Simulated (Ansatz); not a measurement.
## The perfect Ge wire along [100], 9 atoms a period, H-terminated

Aim: is the Ge wire along [100], 9 atoms a period, H-terminated a metal or a semiconductor?

Program: Ansatz 0.2.0. Level of theory: DFT PBE, plane waves, PAW; relaxation of a wire's period; PAW set soft_1, in the first sound run; inputs show where later runs differ. Results are calculated unless marked as measured.

## 1. The structure

The cell holds 21 atoms: 9 Ge and 12 H. Cell: a = 14.361 Å, b = 14.361 Å, c = 5.760 Å, α = 90.0°, β = 90.0°, γ = 90.0°. Vacuum lies along a and b. The structure's axis is c.

## 2. Relaxing the period

Band widths follow the bond lengths, so the wire is relaxed first. The atoms and the third cell vector are free; the box across stays fixed as vacuum. A Fermi-Dirac smearing is set since the result may be a metal. The pressure printed is a third of the stress's trace over the whole box, vacuum included; only the stress along the axis is relaxed.

Input file input.yaml:

```yaml
crystal:
  lattice:
    - [14.361, 0.0, 0.0]
    - [0.0, 14.361, 0.0]
    - [0.0, 0.0, 5.76]
  atoms:
    - { symbol: Ge, position: [0.500011588, 0.500011588, 0.0] }
    - { symbol: H, position: [0.337023884, 0.337023884, 0.093634302] }
    - { symbol: H, position: [0.662999293, 0.662999293, 0.093634302] }
    - { symbol: Ge, position: [0.399740019, 0.399740019, 0.25] }
    - { symbol: Ge, position: [0.600283157, 0.600283157, 0.25] }
    - { symbol: H, position: [0.236752315, 0.562727724, 0.343634302] }
    - { symbol: H, position: [0.437295453, 0.763270861, 0.343634302] }
    - { symbol: H, position: [0.562727724, 0.236752315, 0.343634302] }
    - { symbol: H, position: [0.763270861, 0.437295453, 0.343634302] }
    - { symbol: Ge, position: [0.299468451, 0.500011588, 0.5] }
    - { symbol: Ge, position: [0.500011588, 0.299468451, 0.5] }
    - { symbol: Ge, position: [0.500011588, 0.700554726, 0.5] }
    - { symbol: Ge, position: [0.700554726, 0.500011588, 0.5] }
    - { symbol: H, position: [0.236752315, 0.437295453, 0.656365698] }
    - { symbol: H, position: [0.437295453, 0.236752315, 0.656365698] }
    - { symbol: H, position: [0.562727724, 0.763270861, 0.656365698] }
    - { symbol: H, position: [0.763270861, 0.562727724, 0.656365698] }
    - { symbol: Ge, position: [0.399740019, 0.600283157, 0.75] }
    - { symbol: Ge, position: [0.600283157, 0.399740019, 0.75] }
    - { symbol: H, position: [0.337023884, 0.662999293, 0.906365698] }
    - { symbol: H, position: [0.662999293, 0.337023884, 0.906365698] }
kpoints:
  mp_grid: { grid: [1, 1, 14] }
scf:
  occupations: { method: fermi_dirac, width: 0.05 }
hamiltonian:
  xc: pbe
  pseudopotentials: { kind: paw, azcp: { folder: soft_1 } }
relax:
  cell: { fix: [a, b, alpha, beta, gamma] }
  max_steps: 45
  f_tol: 0.03
```

Launch:

```sh
$ ansatz run input.yaml --threads 4 --pin off --max-ram 16384MiB --backend cpu --events-out ev --progress --plain --runs-dir out
```

Numbers of over 12 decimals in the logs are rounded to 6 here.

What it wrote:

```text
Engine: ansatz 0.2.0, aarch64-unknown-linux-gnu
Pseudopotentials: kind: paw
Pseudopotential: Ge, paw, valence charge 14, recommended cutoff 420 eV (normal), soft_1/Ge.paw.azcp
Pseudopotential: H, paw, valence charge 1, recommended cutoff 420 eV (normal), soft_1/H.paw.azcp
Functional definition: PBE
  parameter kappa = 0.804
  parameter beta = 0.066725
  exchange = pbe_x(kappa = kappa, mu = beta*pi^2/3)
  correlation = pbe_c(beta = beta)
Crystal: 21 atoms, lattice volume = 1187.933 Å³
Basis set: ecut = 420 eV, 23151 PW (Γ), exchange–correlation on 192×192×80 points (8 copies of the dense FFT grid, shifted against one another)
Bands: 90, of which v1, the nominal top of the filled ones, is band 69 counted from 1 (68 counted from 0)
Symmetry: 8 space group operations
Space group: P-42m (ITA 111), of the structure as read, at distance tolerance 1.1e-4 Å
k-points: 8 of 14
Non-local potential: Ge, projectors of the file, l = 0: 2, l = 1: 2, l = 2: 3, l = 3: 1
Non-local potential: H, projectors of the file, l = 0: 2, l = 1: 1
PAW form: soft (Blöchl's): semilocal exchange-correlation on the pseudo side does not see the compensation charge
PAW one-centre angular grid: Ge, 590 points (default); XC on 64 Gauss nodes
PAW one-centre angular grid: H, 110 points (default); XC on 64 Gauss nodes
Initial density: superposition of atomic densities (neutral atoms: chi_scale 0, normalization atom)
Initial wavefunctions: pseudopotential atomic-orbital guess
Functional: x = pbe(κ = 0.804, μ = 0.219515), c = pbe(β = 0.066725)
SCF iter   1: F=—  HF=-38845.674253 eV  |F-HF|=—  |Δ(HF+E_count)|=         —  Δρ=3.14e-2  dr2=9.81e0  ethr=3.10e-3  ⟨swp⟩=7.1  Hψ=3098  notcnv=0  defer=12
preconditioner: auto → Resta (q_TF=auto, 1.906 Å⁻¹)  ε∞=1.6  [insulator: Δε(μ)=3.711 eV  Ē_g=9.626 eV  σ=0.050 eV  W_gap=1.00  n_scr=134 (ndim 8)  ℏωp=7.5 eV  f_vac=0.640  D(μ)=0.00/eV (n_scr^D=0)  ε∞_Penn≈1.6  vacuum switching on, ρ_ref=6.7e-3 e/Å³]
SCF iter   2: F=—  HF=-38843.317909 eV  |F-HF|=—  |Δ(HF+E_count)|=    2.36e0  Δρ=1.35e-2  dr2=2.08e0  ethr=3.10e-3  ⟨swp⟩=3.0  Hψ=1084  notcnv=0  defer=108
SCF iter   3: F=—  HF=-38842.815783 eV  |F-HF|=—  |Δ(HF+E_count)|=   5.02e-1  Δρ=2.66e-3  dr2=3.06e-1  ethr=1.51e-3  ⟨swp⟩=4.0  Hψ=969  notcnv=0  defer=108
SCF iter   4: F=—  HF=-38842.746446 eV  |F-HF|=—  |Δ(HF+E_count)|=   6.93e-2  Δρ=1.04e-3  dr2=8.16e-3  ethr=2.22e-4  ⟨swp⟩=3.1  Hψ=971  notcnv=0  defer=110
SCF iter   5: F=—  HF=-38842.749800 eV  |F-HF|=—  |Δ(HF+E_count)|=   3.35e-3  Δρ=2.82e-4  dr2=1.37e-3  ethr=5.91e-6  ⟨swp⟩=2.0  Hψ=960  notcnv=0  defer=110
SCF iter   6: F=—  HF=-38842.749899 eV  |F-HF|=—  |Δ(HF+E_count)|=   9.92e-5  Δρ=5.81e-5  dr2=5.54e-5  ethr=9.90e-7  ⟨swp⟩=2.0  Hψ=1162  notcnv=0  defer=110
SCF iter   7: F=—  HF=-38842.750088 eV  |F-HF|=—  |Δ(HF+E_count)|=   1.88e-4  Δρ=1.82e-5  dr2=3.46e-6  ethr=4.02e-8  ⟨swp⟩=2.0  Hψ=1230  notcnv=0  defer=110
SCF iter   8: F=—  HF=-38842.750093 eV  |F-HF|=—  |Δ(HF+E_count)|=   5.69e-6  Δρ=6.70e-6  dr2=3.97e-7  ethr=2.51e-9  ⟨swp⟩=2.0  Hψ=1162  notcnv=0  defer=110
SCF iter   9: F=-38842.750094 eV  HF=-38842.750094 eV  |F-HF|=5.75e-10  |Δ(HF+E_count)|=   7.64e-7  Δρ=1.42e-6  dr2=2.42e-8  ethr=7.25e-11  ⟨swp⟩=5.0  Hψ=2196  notcnv=0
SCF 1 converged in 9 iterations: F = -38842.750094 eV  dr2 = 2.42e-8
  greatest PAW one-centre occupation: 0.998 electrons in one spin orbital (limit 2), on the Ge atom at site 9 (counted from 0), in its partial waves of l = 2
relax step   1: F+E_penalty+E_count = -38842.75009410 eV  Δ(F+E_penalty+E_count) = +0.000e0 eV  max|allowed force component| = 2.655e-1 eV/Å  Δτ_max = 0.0000 Å  P = -0.533 GPa  Ω = 1187.933 Å³  fix = [a, b, alpha, beta, gamma]  reactions: a -0.545, b -0.545 GPa  (9 SCF iters, dr2 threshold 1.00e-7 eV, accepted)
Crystal: 21 atoms, lattice volume = 1188.705 Å³
Basis set: ecut = 420 eV, 23199 PW (Γ), exchange–correlation on 192×192×80 points (8 copies of the dense FFT grid, shifted against one another)
Initial density: handed on by an earlier stage of this run
Initial wavefunctions: those handed on with the density
iter 1 solved again at ethr=1.02e-4 eV; its pass at ethr=3.10e-3 eV (dr2=1.41e-1 eV) is discarded
SCF iter   1: F=—  HF=-38842.837435 eV  |F-HF|=—  |Δ(HF+E_count)|=         —  Δρ=5.02e-3  dr2=1.50e-1  ethr=1.02e-4  ⟨swp⟩=3.6  Hψ=3010  notcnv=0
preconditioner: auto → Resta (q_TF=auto, 1.906 Å⁻¹)  ε∞=1.3  [insulator: Δε(μ)=3.734 eV  Ē_g=21.695 eV  σ=0.050 eV  W_gap=1.00  n_scr=134 (ndim 8)  ℏωp=12.7 eV  f_vac=0.694  D(μ)=0.00/eV (n_scr^D=0)  ε∞_Penn≈1.3  vacuum switching on, ρ_ref=3.4e-2 e/Å³]
SCF iter   2: F=—  HF=-38842.821230 eV  |F-HF|=—  |Δ(HF+E_count)|=   1.62e-2  Δρ=2.14e-3  dr2=2.77e-2  ethr=1.02e-4  ⟨swp⟩=3.1  Hψ=1159  notcnv=0
SCF iter   3: F=—  HF=-38842.822239 eV  |F-HF|=—  |Δ(HF+E_count)|=   1.01e-3  Δρ=9.02e-4  dr2=1.25e-2  ethr=2.00e-5  ⟨swp⟩=3.0  Hψ=1182  notcnv=0
SCF iter   4: F=—  HF=-38842.820273 eV  |F-HF|=—  |Δ(HF+E_count)|=   1.97e-3  Δρ=1.30e-4  dr2=2.16e-4  ethr=9.05e-6  ⟨swp⟩=2.2  Hψ=847  notcnv=0
SCF iter   5: F=—  HF=-38842.820525 eV  |F-HF|=—  |Δ(HF+E_count)|=   2.51e-4  Δρ=5.55e-5  dr2=2.80e-5  ethr=1.57e-7  ⟨swp⟩=2.0  Hψ=1299  notcnv=0  defer=1
SCF iter   6: F=-38842.820534 eV  HF=-38842.820534 eV  |F-HF|=2.38e-7  |Δ(HF+E_count)|=   9.20e-6  Δρ=1.58e-5  dr2=1.74e-6  ethr=1.52e-9  ⟨swp⟩=3.0  Hψ=2714  notcnv=0
SCF 2 converged in 6 iterations: F = -38842.820534 eV  dr2 = 1.74e-6
  greatest PAW one-centre occupation: 0.998 electrons in one spin orbital (limit 2), on the Ge atom at site 12 (counted from 0), in its partial waves of l = 2
relax step   2: F+E_penalty+E_count = -38842.82053394 eV  Δ(F+E_penalty+E_count) = -7.044e-2 eV  max|allowed force component| = 2.204e-1 eV/Å  Δτ_max = 0.0916 Å  P = +0.041 GPa  Ω = 1188.705 Å³  energy of the carried Pulay correction = -1.033e-4 eV  fix = [a, b, alpha, beta, gamma]  reactions: a +0.064, b +0.064 GPa  (6 SCF iters, dr2 threshold 2.10e-6 eV, accepted)
Crystal: 21 atoms, lattice volume = 1184.745 Å³
Basis set: ecut = 420 eV, 23127 PW (Γ), exchange–correlation on 192×192×80 points (8 copies of the dense FFT grid, shifted against one another)
iter 1 solved again at ethr=1.45e-5 eV; its pass at ethr=3.10e-3 eV (dr2=2.00e-2 eV) is discarded
SCF iter   1: F=—  HF=-38842.852201 eV  |F-HF|=—  |Δ(HF+E_count)|=         —  Δρ=1.90e-3  dr2=2.10e-2  ethr=1.45e-5  ⟨swp⟩=2.4  Hψ=2859  notcnv=0
preconditioner: auto → Resta (q_TF=auto, 1.907 Å⁻¹)  ε∞=1.7  [insulator: Δε(μ)=3.782 eV  Ē_g=9.222 eV  σ=0.050 eV  W_gap=1.00  n_scr=134 (ndim 8)  ℏωp=7.5 eV  f_vac=0.688  D(μ)=0.00/eV (n_scr^D=0)  ε∞_Penn≈1.7  vacuum switching on, ρ_ref=6.2e-3 e/Å³]
SCF iter   2: F=—  HF=-38842.849007 eV  |F-HF|=—  |Δ(HF+E_count)|=   3.19e-3  Δρ=8.93e-4  dr2=4.07e-3  ethr=1.45e-5  ⟨swp⟩=2.0  Hψ=840  notcnv=0
SCF iter   3: F=—  HF=-38842.848886 eV  |F-HF|=—  |Δ(HF+E_count)|=   1.21e-4  Δρ=1.45e-4  dr2=4.91e-4  ethr=2.95e-6  ⟨swp⟩=2.0  Hψ=912  notcnv=0
SCF iter   4: F=—  HF=-38842.848933 eV  |F-HF|=—  |Δ(HF+E_count)|=   4.74e-5  Δρ=3.38e-5  dr2=1.84e-5  ethr=3.56e-7  ⟨swp⟩=2.9  Hψ=1333  notcnv=0
SCF iter   5: F=-38842.848937 eV  HF=-38842.848937 eV  |F-HF|=4.77e-7  |Δ(HF+E_count)|=   3.96e-6  Δρ=1.11e-5  dr2=1.73e-6  ethr=1.52e-9  ⟨swp⟩=5.0  Hψ=2172  notcnv=0
SCF 3 converged in 5 iterations: F = -38842.848937 eV  dr2 = 1.73e-6
  greatest PAW one-centre occupation: 0.998 electrons in one spin orbital (limit 2), on the Ge atom at site 11 (counted from 0), in its partial waves of l = 2
relax step   3: F+E_penalty+E_count = -38842.84893686 eV  Δ(F+E_penalty+E_count) = -2.840e-2 eV  max|allowed force component| = 2.145e-2 eV/Å  Δτ_max = 0.0392 Å  P = -0.028 GPa  Ω = 1184.745 Å³  energy of the carried Pulay correction = +4.272e-4 eV  fix = [a, b, alpha, beta, gamma]  reactions: a -0.017, b -0.017 GPa  (5 SCF iters, dr2 threshold 2.10e-6 eV, accepted)
Initial wavefunctions: pseudopotential atomic-orbital guess (no wavefunctions were taken with the density)
iter 1 solved again at ethr=7.83e-8 eV; its pass at ethr=3.10e-3 eV (dr2=1.08e-4 eV) is discarded
SCF iter   1: F=—  HF=-38842.848418 eV  |F-HF|=—  |Δ(HF+E_count)|=         —  Δρ=1.15e-5  dr2=1.71e-6  ethr=7.83e-8  ⟨swp⟩=5.0  Hψ=5681  notcnv=0
preconditioner: auto → Resta (q_TF=auto, 1.907 Å⁻¹)  ε∞=1.7  [insulator: Δε(μ)=3.783 eV  Ē_g=9.222 eV  σ=0.050 eV  W_gap=1.00  n_scr=134 (ndim 8)  ℏωp=7.5 eV  f_vac=0.689  D(μ)=0.00/eV (n_scr^D=0)  ε∞_Penn≈1.7  vacuum switching on, ρ_ref=6.2e-3 e/Å³]
SCF iter   2: F=—  HF=-38842.848581 eV  |F-HF|=—  |Δ(HF+E_count)|=   1.63e-4  Δρ=6.03e-6  dr2=3.84e-7  ethr=1.24e-9  ⟨swp⟩=2.0  Hψ=1272  notcnv=0
SCF iter   3: F=—  HF=-38842.848581 eV  |F-HF|=—  |Δ(HF+E_count)|=   1.91e-7  Δρ=3.18e-6  dr2=1.04e-7  ethr=2.78e-10  ⟨swp⟩=2.0  Hψ=1268  notcnv=0
SCF iter   4: F=—  HF=-38842.848582 eV  |F-HF|=—  |Δ(HF+E_count)|=   1.07e-7  Δρ=4.06e-7  dr2=7.06e-9  ethr=7.55e-11  ⟨swp⟩=2.0  Hψ=912  notcnv=0
SCF iter   5: F=—  HF=-38842.848582 eV  |F-HF|=—  |Δ(HF+E_count)|=   1.56e-9  Δρ=1.64e-7  dr2=3.06e-10  ethr=5.12e-12  ⟨swp⟩=2.0  Hψ=1266  notcnv=0
SCF iter   6: F=-38842.848582 eV  HF=-38842.848582 eV  |F-HF|=2.91e-11  |Δ(HF+E_count)|=  7.13e-10  Δρ=3.00e-8  dr2=1.16e-11  ethr=1.00e-12  ⟨swp⟩=4.1  Hψ=2049  notcnv=0
SCF 4 converged in 6 iterations: F = -38842.848582 eV  dr2 = 1.16e-11
relax step   4: F+E_penalty+E_count = -38842.84858154 eV  Δ(F+E_penalty+E_count) = +3.553e-4 eV  max|allowed force component| = 2.119e-2 eV/Å  Δτ_max = 0.0000 Å  P = -0.027 GPa  Ω = 1184.745 Å³  fix = [a, b, alpha, beta, gamma]  reactions: a -0.016, b -0.016 GPa  stress off target by 4.98e-2 GPa on what of the cell is left free  SCF on the basis re-selected at this cell (its energy is not comparable with the rows above)  (6 SCF iters)
basis re-selected at this cell: Δ(F+E_penalty+E_count) = +3.553e-4 eV, ΔP = +0.000 GPa vs the last step (what re-selecting the basis moved, of the pressure what is left beyond the Pulay correction that the steps carried, after the strain that the cell walked since its last selection, with what the two solves' SCF thresholds leave and, on support functions, any second-order correction that the steps lacked; it is no m [...]
SCF converged after 6 iterations
Free energy (F): -38842.848582 eV
Harris-Foulkes:  -38842.848582 eV  (|F-HF|=2.91e-11)
Internal energy: -38842.848582 eV  (E = F + TS)
E sigma→0 (E₀):  -38842.848582 eV
Fermi energy:    -1.813851 eV
--- Per-component energies (eV) ---
  E_band       = -2729.105073
  E_kinetic    = 985.449557
  E_local      = -64273.106213  (includes V_loc(G=0)·N_el)
  E_nonlocal   = 1976.660914
  E_hartree    = 30974.140960
  E_xc         = -742.971867
  E_vxc        = -712.330486  (∫ρ·V_xc dr)
  E_paw        = -18139.264371  (= ΣΔE_a)
  E_vpaw       = -2654.049541  (= ΣTr[D̂ρ^β])
  E_aug_tail   = -0.011059  (compensation charges beyond the density's cutoff)
  E_ewald      = 10376.253498
  E_smearing   = -0.000000  (= −TS)
  E_closure    = -0.000000  (closes the sum)
  Σ components = -38842.848582   (vs F -38842.848582, Δ=0.00e0)
--- Forces (eV/Å), atoms counted from 1 ---
  atom   1  Ge     0.00000000     0.00000000     0.00000000
  atom   2  H      0.01004871     0.01004871     0.02119157
  atom   3  H     -0.01004871    -0.01004871     0.02119157
  atom   4  Ge    -0.00743202    -0.00743202    -0.01869557
  atom   5  Ge     0.00743202     0.00743202    -0.01869557
  atom   6  H      0.00335366    -0.00179239     0.00983011
  atom   7  H      0.00179239    -0.00335366     0.00983011
  atom   8  H     -0.00179239     0.00335366     0.00983011
  atom   9  H     -0.00335366     0.00179239     0.00983011
  atom  10  Ge     0.00174477    -0.00000000     0.00000000
  atom  11  Ge     0.00000000     0.00174477    -0.00000000
  atom  12  Ge     0.00000000    -0.00174477     0.00000000
  atom  13  Ge    -0.00174477    -0.00000000    -0.00000000
  atom  14  H      0.00335366     0.00179239    -0.00983011
  atom  15  H      0.00179239     0.00335366    -0.00983011
  atom  16  H     -0.00179239    -0.00335366    -0.00983011
  atom  17  H     -0.00335366    -0.00179239    -0.00983011
  atom  18  Ge    -0.00743202     0.00743202     0.01869557
  atom  19  Ge     0.00743202    -0.00743202     0.01869557
  atom  20  H      0.01004871    -0.01004871    -0.02119157
  atom  21  H     -0.01004871     0.01004871    -0.02119157
  max |Σ_I F_I| component: 5.20e-18 eV/Å
--- Stress (GPa, compression-positive) ---
       -0.016188       0.000000       0.000000
        0.000000      -0.016188      -0.000000
        0.000000      -0.000000      -0.049836
  P = ⅓ Tr σ = -0.0274 GPa (-0.274 kbar)
--- Relaxed structure (3 steps of the walk, 3 accepted, 1 SCFs on fresh bases) ---
  F+E_penalty+E_count = -38842.84858154 eV   max|allowed force component| = 2.119e-2 eV/Å   (the final SCF, on the basis selected at the relaxed cell)
  cell:  # Å, volume = 1184.7455 Å³
    - [14.361, 0.0, 0.0]
    - [0.0, 14.361, 0]
    - [0.0, 0, 5.744546]
  atoms:
    - { symbol: Ge, position: [0.500012, 0.500012, -1.4341298577850588e-19] }
    - { symbol: H, position: [0.339484, 0.339484, 0.096534] }
    - { symbol: H, position: [0.660540, 0.660540, 0.096534] }
    - { symbol: Ge, position: [0.401935, 0.401935, 0.253003] }
    - { symbol: Ge, position: [0.598088, 0.598088, 0.253003] }
    - { symbol: H, position: [0.239737, 0.561705, 0.346747] }
    - { symbol: H, position: [0.438319, 0.760286, 0.346747] }
    - { symbol: H, position: [0.561705, 0.239737, 0.346747] }
    - { symbol: H, position: [0.760286, 0.438319, 0.346747] }
    - { symbol: Ge, position: [0.303335, 0.500012, 0.5] }
    - { symbol: Ge, position: [0.500012, 0.303335, 0.5] }
    - { symbol: Ge, position: [0.500012, 0.696688, 0.5] }
    - { symbol: Ge, position: [0.696688, 0.500012, 0.5] }
    - { symbol: H, position: [0.239737, 0.438319, 0.653253] }
    - { symbol: H, position: [0.438319, 0.239737, 0.653253] }
    - { symbol: H, position: [0.561705, 0.760286, 0.653253] }
    - { symbol: H, position: [0.760286, 0.561705, 0.653253] }
    - { symbol: Ge, position: [0.401935, 0.598088, 0.746997] }
    - { symbol: Ge, position: [0.598088, 0.401935, 0.746997] }
    - { symbol: H, position: [0.339484, 0.660540, 0.903466] }
    - { symbol: H, position: [0.660540, 0.339484, 0.903466] }
```

Wall time 75 s (4 threads of Arm Neoverse V1, shared host); peak memory 2.3 GiB.

Relaxation path:

| step | energy less that of the first step (eV) | largest force component (eV/Å) | pressure (GPa) | volume (Å³) |
| --- | --- | --- | --- | --- |
| 1 | 0.0000 | 0.2655 | -0.53 | 1187.93 |
| 2 | -0.0704 | 0.2204 | 0.04 | 1188.71 |
| 3 | -0.0988 | 0.0215 | -0.03 | 1184.75 |
| 4* | -0.0985 | 0.0212 | -0.03 | 1184.75 |

Relaxation steps marked * repeat the geometry before them on a plane-wave basis chosen anew for their cell, so energy and pressure can jump there.

The run keeps the 8 symmetry operations that it works with, so distortions that break them were not tested.

| cell as run | before | after | change |
| --- | --- | --- | --- |
| c (Å) | 5.760 | 5.745 | -0.3 % |

The atoms that moved most (Å, along periodic axes as changes of fractional coordinates times the final cell, across vacuum about the mean position):

| atom | dx | dy | dz | length |
| --- | --- | --- | --- | --- |
| Ge13 | -0.056 | 0.000 | 0.000 | 0.056 |
| Ge12 | 0.000 | -0.056 | 0.000 | 0.056 |
| Ge10 | 0.056 | 0.000 | 0.000 | 0.056 |
| Ge11 | 0.000 | 0.056 | 0.000 | 0.056 |
| H3 | -0.035 | -0.035 | 0.017 | 0.053 |
| H20 | 0.035 | -0.035 | -0.017 | 0.053 |
| H21 | -0.035 | 0.035 | -0.017 | 0.053 |
| H2 | 0.035 | 0.035 | 0.017 | 0.053 |

The relaxed structure:

```cif
data_structure
_symmetry_space_group_name_H-M 'P 1'
_symmetry_Int_Tables_number 1
_cell_length_a 14.3610
_cell_length_b 14.3610
_cell_length_c 5.7445
_cell_angle_alpha 90.000
_cell_angle_beta 90.000
_cell_angle_gamma 90.000
_cell_volume 1184.75
loop_
_atom_site_label
_atom_site_type_symbol
_atom_site_fract_x
_atom_site_fract_y
_atom_site_fract_z
_atom_site_occupancy
Ge1 Ge 0.50001 0.50001 0.00000 1
H2 H 0.33948 0.33948 0.09653 1
H3 H 0.66054 0.66054 0.09653 1
Ge4 Ge 0.40194 0.40194 0.25300 1
Ge5 Ge 0.59809 0.59809 0.25300 1
H6 H 0.23974 0.56170 0.34675 1
H7 H 0.43832 0.76029 0.34675 1
H8 H 0.56170 0.23974 0.34675 1
H9 H 0.76029 0.43832 0.34675 1
Ge10 Ge 0.30334 0.50001 0.50000 1
Ge11 Ge 0.50001 0.30334 0.50000 1
Ge12 Ge 0.50001 0.69669 0.50000 1
Ge13 Ge 0.69669 0.50001 0.50000 1
H14 H 0.23974 0.43832 0.65325 1
H15 H 0.43832 0.23974 0.65325 1
H16 H 0.56170 0.76029 0.65325 1
H17 H 0.76029 0.56170 0.65325 1
Ge18 Ge 0.40194 0.59809 0.74700 1
Ge19 Ge 0.59809 0.40194 0.74700 1
H20 H 0.33948 0.66054 0.90347 1
H21 H 0.66054 0.33948 0.90347 1
```

Numbers from this step:

```
cell length along the wire : 5.745 Å
```

The cell's length comes to 5.745 Å with spin left out.

(Continued in part 2 of 3.)

[Logs are printed without paths, hosts, clocks, repeated set-up lines and the standing remarks that a program may print on its own settings, such as how far it seeks lower states.]

[Hosts, paths, dates, database ids (printed as entryN), source tags and the programs' standing remarks are cut or masked in the printed files.]
